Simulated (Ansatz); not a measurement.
# What WS2 monolayer (1T) distorts into, part 3 of 3

Wanted: the energy along a soft mode of WS2 monolayer (1T) and the structure at the end.

Ansatz 0.2.0; DFT PBEsol, scalar-relativistic, plane waves, PAW; PAW set soft_1.

So far. Step 5 (Energy along the mode, all amplitudes (two of the runs …): The lowest of the steps tried is at 0.22 Å, 44.0 meV/atom below the parent; the bottom of the well need not coincide with a step. Step 7 (The new phase in its own primitive cell): The largest force component left is 0.054 meV/Å, within the tolerances set.

## Step 8: Modes of the new phase, k-mesh 6×6×1, occupations fixed

A relaxed structure may still be a saddle point, so its zone-centre modes are computed. The response to a homogeneous field gives the Born charges and the dielectric tensor.

Contents of input.yaml:

```yaml
crystal:
  lattice:
    - [4.870100372, 2.8117537608, 0.0]
    - [0.0, 5.6235075216, 0.0]
    - [0.0, 0.0, 29.504]
  atoms:
    - { symbol: W, position: [0.0, 0.0458998005, 0.3390409198] }
    - { symbol: W, position: [0.2874335328, 0.3333333333, 0.3390409198] }
    - { symbol: W, position: [0.7125664672, 0.6207668662, 0.3390409198] }
    - { symbol: S, position: [1.0, 0.3333333333, 0.3972565586] }
    - { symbol: S, position: [0.3333333333, 0.6666666667, 0.3871209766] }
    - { symbol: S, position: [0.6666666667, 1.0, 0.3871209766] }
    - { symbol: S, position: [0.3438966764, -0.0105633431, 0.287270924] }
    - { symbol: S, position: [0.6561033236, 0.3333333333, 0.287270924] }
    - { symbol: S, position: [0.0, 0.6772300098, 0.287270924] }
  periodic: [true, true, false]
kpoints:
  mp_grid: { grid: [6, 6, 1] }
hamiltonian:
  xc: pbesol
  pseudopotentials: { kind: paw, azcp: { folder: soft_1 }, xc_functional: pbe }
scf:
  occupations: { method: fixed }
output:
  eigenvalues: true
phonons:
  method: dfpt
  dielectric: true
```

Command:

```bash
$ ansatz run input.yaml --threads 4 --pin off --max-ram 16384MiB --backend cpu --events-out ev --progress --plain --runs-dir out
```

Numbers of over 12 decimals in the logs are rounded to 6 here.

What it wrote:

```text
Warning: phonons.dielectric: true without phonons.rigid_motions: the static dielectric tensor ε⁰ will be withheld (ε∞, Z* and the rows of modes are given); for a crystal or a slab, whose only rigid motions are the translations, set phonons.rigid_motions: translations
[...]
Crystal: 9 atoms, lattice volume = 808.027 Å³
Basis set: ecut = 420 eV, 15783 PW (Γ), exchange–correlation on 96×96×400 points (8 copies of the dense FFT grid, shifted against one another)
Bands: 48, of which v1, the nominal top of the filled ones, is band 39 counted from 1 (38 counted from 0)
Symmetry: 6 space group operations
k-points: 20 of 36 (irreducible under 1 space group operation, time reversal used)
[...]
SCF iter   1: F=—  HF=-36089.760576 eV  |F-HF|=—  |Δ(HF+E_count)|=         —  Δρ=2.30e-2  dr2=5.08e0  ethr=3.10e-3  ⟨swp⟩=7.2  Hψ=5666  notcnv=0  defer=132
[...]
SCF iter  14: F=-36088.082311 eV  HF=-36088.082311 eV  |F-HF|=1.02e-10  |Δ(HF+E_count)|=  1.96e-10  Δρ=6.90e-8  dr2=9.54e-11  ethr=1.00e-12  ⟨swp⟩=31.4  Hψ=11141  notcnv=0
SCF 1 converged in 14 iterations: F = -36088.082311 eV  dr2 = 9.54e-11
[...]
NSCF: frozen V_eff on 7 k-points
[...]
DFPT response loops at Γ: preconditioner auto → none (the input reference at scf.mixing.eps_inf says where Resta's filter doesn't serve); β = 0.50; Broyden in place of MSR1
── the response to a field inside a basis, on 8×8×1 k-points: an SCF that follows is theirs, and a resumed run solves both again ──
Bands: 40, of which v1, the nominal top of the filled ones, is band 39 counted from 1 (38 counted from 0)
k-points: 20 of 64 (irreducible under 2 space group operations, time reversal used)
[...]
Eigensolver: Dense (20 Hₖ)
SCF iter   1: F=—  HF=-36088.011860 eV  |F-HF|=—  |Δ(HF+E_count)|=         —  Δρ=8.85e-5  dr2=1.94e-5  ethr=1.00e-1
[...]
SCF iter   5: F=-36088.011867 eV  HF=-36088.011867 eV  |F-HF|=4.80e-8  |Δ(HF+E_count)|=  9.75e-10  Δρ=1.20e-6  dr2=6.01e-8  ethr=1.70e-10
SCF 1 converged in 5 iterations: F = -36088.011867 eV  dr2 = 6.01e-8
[...]
SCF converged after 14 iterations
Free energy (F): -36088.082311 eV
[...]
Internal energy: -36088.082311 eV  (E = F + TS)
E sigma→0 (E₀):  -36088.082311 eV
Fermi energy:    -5.704611 eV
[...]
--- Band table (eV; the first three rows and the last of 20) ---
  k-point 0: bands = [... 35 lower, -6.0928, -6.0928, -5.8123, -5.8123, -4.9231, -4.7232, -4.7232, -3.2050, ... 5 higher]
  k-point 1: bands = [... 35 lower, -6.6323, -6.3197, -5.9445, -5.7046, -4.8557, -4.5301, -4.4078, -3.0364, ... 5 higher]
  k-point 2: bands = [... 35 lower, -6.8384, -6.5890, -6.0201, -5.7962, -4.7690, -4.3628, -4.2167, -2.9752, ... 5 higher]
  k-point 19: bands = [... 35 lower, -7.0793, -6.8813, -6.0872, -5.9105, -4.6608, -4.4929, -4.2157, -2.8802, ... 5 higher]
[...]
k mesh reduced under 1 symmetry operation, with k and −k counted as one. Each operation leaves every solved perturbation unchanged. A smaller set is not considered because the run solves the response to a homogeneous field
  ASR residual: 1.328e-4 → 0.000e0 eV/Å²; symmetrization residual: 2.787e-6 eV/Å²
  ASR residual per site (eV/Å²): 1.33e-4 1.32e-4 1.32e-4 8.20e-5 1.11e-4 1.11e-4 7.51e-5 7.51e-5 7.59e-5
  Γ frequencies (cm⁻¹): -75.29 0.00 0.00 0.00 64.83 64.83 110.88 110.88 169.12 236.27 236.27 260.81 260.81 282.06 301.63 311.23 311.23 324.50 324.50 324.58 332.60 334.79 334.79 391.43 391.43 403.98 447.33
  ε∞ (high-frequency dielectric tensor):
        5.265330    -0.000000     0.000000
        0.000000     5.265330     0.000000
        0.000000     0.000000     1.170234
  α∞ (the layer's polarisability for a field applied outside it; Å, Gaussian; ε∞ is over the cell's 29.504 Å):
       10.014371    -0.000000     0.000000
        0.000000    10.014371     0.000000
        0.000000     0.000000     0.399684
  ε⁰ (static dielectric tensor): not given — the deck does not say what the cell's rigid motions are, and on a molecule in a box or a wire the rigid rotations would enter the sum over the modes at Γ. For a crystal or a slab, whose only rigid motions are the translations, set phonons.rigid_motions: translations.
  Born effective charges Z* (e; rows j = field, columns β = displacement):
    site 0:
         6.24739    0.00000    0.00000
         0.00000   -0.76449   -0.72494
         0.00000   -0.12300    0.06094
    site 1:
         0.98848   -3.03623    0.62782
        -3.03623    4.49442    0.36247
         0.10652    0.06150    0.06094
    site 2:
         0.98848    3.03623   -0.62782
         3.03623    4.49442    0.36247
        -0.10652    0.06150    0.06094
    site 3:
         0.68134    0.00000    0.00000
         0.00000    0.68134   -0.00000
         0.00000   -0.00000    0.04743
    site 4:
        -2.61378   -0.39712   -0.00000
         0.39712   -2.61378   -0.00000
        -0.00000   -0.00000   -0.04656
    site 5:
        -2.61378    0.39712   -0.00000
        -0.39712   -2.61378   -0.00000
        -0.00000    0.00000   -0.04656
    site 6:
        -1.55261    0.56564   -0.80507
         0.56564   -0.89947    0.46481
         0.00311   -0.00180   -0.04571
    site 7:
        -1.55261   -0.56564    0.80507
        -0.56564   -0.89947    0.46481
        -0.00311   -0.00180   -0.04571
    site 8:
        -0.57290    0.00000   -0.00000
        -0.00000   -1.87918   -0.92962
        -0.00000    0.00359   -0.04571
  Z* charge neutrality: 1.305e-2 e pre-enforcement
  solved inside a basis spanned on kpoints, on 8×8×1 k-points, its susceptibility summed on 12×12×1: ε∞ is read to err by 3.3e-2, Z* by 5.6e-2 e (field_mesh: kpoints solves on kpoints); Z* is corrected for what the basis lacks
  optical modes at Γ without the LO–TO term, one row a degenerate level:
      ω (cm⁻¹)  modes    IR ((D/Å)²/amu)
        -75.29      1             0.0000
         64.83      2            14.5683
        110.88      2             2.8060
        169.12      1             0.0035
        236.27      2            12.7467
        260.81      2             8.2948
        282.06      1             0.0017
        301.63      1             0.0000
        311.23      2             0.6508
        324.50      2             3.7215
        324.58      1             0.0000
        332.60      1             0.0055
        334.79      2             0.2462
        391.43      2             3.0626
        403.98      1             0.0055
        447.33      1             0.0002
```

Elapsed: 8.6 min, on 4 threads of Arm Neoverse V1, shared host; peak memory 7.6 GiB.

Numbers from this step:

| Item | Value |
| --- | --- |
| sum-rule residual before enforcement | 1.33e-4 eV/Å² |
| miss of the charge sum rule | 0.01305 e |
| estimated error of the dielectric tensor | 0.03268 |
| estimated error of the Born charges | 0.05638 e |
| point group | 3m |
| highest optical mode at the zone centre (no LO-TO term) | 447.3 cm⁻¹ |
| lowest optical zone-centre mode | -75.29 cm⁻¹ |
| largest Born charge (third of the trace) | 1.848 e |

Patterns of degenerate modes are one choice out of their space. The modes at Γ (shares of kinetic energy by element, %) (negative means imaginary):

```tsv
mode	frequency (cm⁻¹)	symmetry	W %	S %
1	-75.3	A2	87	13
2	0.0	acoustic	74	26
3	0.0	acoustic	74	26
4	0.0	acoustic	74	26
5	64.8	E	85	15
6	64.8	E	85	15
7	110.9	E	84	16
8	110.9	E	84	16
9	169.1	A1	91	9
10	236.3	E	21	79
11	236.3	E	21	79
12	260.8	E	7	93
13	260.8	E	7	93
14	282.1	A1	7	93
15	301.6	A2	4	96
16	311.2	E	6	94
17	311.2	E	6	94
18	324.5	E	6	94
19	324.5	E	6	94
20	324.6	A2	10	90
21	332.6	A1	9	91
22	334.8	E	13	87
23	334.8	E	13	87
24	391.4	E	5	95
25	391.4	E	5	95
26	404.0	A1	2	98
27	447.3	A1	16	84
```

Displacements in mode 1 (-75.3 cm⁻¹), the largest set to 1:
```
W1   1.00  0.00  0.00
W2  -0.50  0.87  0.00
W3  -0.50 -0.87  0.00
S4   0.00  0.00  0.00
S5   0.00  0.00  0.97
S6   0.00  0.00 -0.97
S7   0.26  0.44  0.00
S8   0.26 -0.44  0.00
S9  -0.51  0.00  0.00
```

Displacements in mode 10 (236.3 cm⁻¹), the largest set to 1:
```
W1   0.00 -0.30  0.05
W2  -0.11 -0.11 -0.02
W3   0.11 -0.11 -0.03
S4   0.00 -0.05  0.00
S5   0.26  0.30  0.00
S6  -0.26  0.29  0.00
S7  -0.16  0.73 -0.34
S8   0.15  0.73 -0.33
S9   0.00  1.00  0.67
```

High-frequency dielectric tensor, averaged over the cell of height 29.5 Å or as lengthened by the program, vacuum included. Tensor:

```tsv
	x	y	z
x	5.265	0	0
y	0	5.265	0
z	0	0	1.17
```

Born charge (rows field, columns displacement) (e), principal values of the symmetric part by kind of site:

```tsv
atom	atoms with these values	low	middle	high	mean
W1	3	-0.94	0.24	6.25	1.85
S4	1	0.05	0.68	0.68	0.47
S5	2	-2.61	-2.61	-0.05	-1.76
S7	3	-1.99	-0.57	0.06	-0.83
```

In full for W1:

```
 6.25  0.00  0.00
 0.00 -0.76 -0.72
 0.00 -0.12  0.06
```

Transverse modes; imaginary modes are left out. Infrared lines, with heights relative to the strongest:

```tsv
position (cm⁻¹)	relative intensity
65	100
111	19
169	0.0
236	87
261	57
282	0.0
302	0.0
311	4.5
324	26
325	0.0
333	0.0
335	1.7
391	21
404	0.0
447	0.0
```

Before it was imposed, the acoustic sum rule was missed by 1.3e-4 eV/Å² and the charge sum rule by 0.013 e. Small misses are needed for a sound result but don't prove that mesh and cutoff are converged. The lowest optical mode is imaginary, 75.3i cm⁻¹, so the energy falls along it.

## Step 9: What came out

- unstable mode of the parent: q = (0.333, 0.333, 0), 152i cm⁻¹
- depth at the lowest point sampled: 44.0 meV/atom
- largest atomic shift at that point: 0.22 Å
- space group reached (within 0.01 Å): P31m
- energy gained over the parent (first relaxation, on the mesh of the frozen mode): 67.8 meV/atom
- area per atom, phase reached: 3.04 Å²
- gap on the k-mesh, phase reached: 0.782 eV
- lowest optical zone-centre mode, phase reached: -75.3 cm⁻¹
- highest optical mode at the zone centre (no LO-TO term), phase reached: 447 cm⁻¹

What this shows: Along this mode the structure falls into P31m, 67.8 meV/atom below the parent. At the parent's cell the well is 43.97 meV/atom deep on the steps tried, with its lowest point at a shift of 0.22 Å. Relaxing atoms and cell changes the gain by +23.85 meV/atom against the lowest step (energies at zero smearing). The new phase still has an imaginary mode at the zone centre of its cell, so it is a saddle point on the way to a lower structure. Of the 4 patterns followed to their end from this parent, this one ends 42.9 meV/atom above the lowest, P2_1/m. Each path keeps the symmetry of its pattern, so a lower phase may lie along a pattern not tried. With no gap, or one that is small against the smearing, the frequencies hang on the k mesh and the smearing, most of all near Kohn anomalies. In a sheet or slab the interpolated bending branch near Γ is rough, since the rotational sum rule isn't imposed. Dielectric tensors refer to the cell with its vacuum. Spin-orbit coupling is left out, which can matter for the heavy elements here. The PAW files were made for PBE and serve the other functionals too. The starting cell was built on a prototype and not taken from a measurement.

[Logs are printed without paths, hosts, clocks, repeated set-up lines and the standing remarks that a program may print on its own settings, such as how far it seeks lower states.]

[Hosts, paths, dates, database ids (printed as entryN), source tags and the programs' standing remarks are cut or masked in the printed files.]
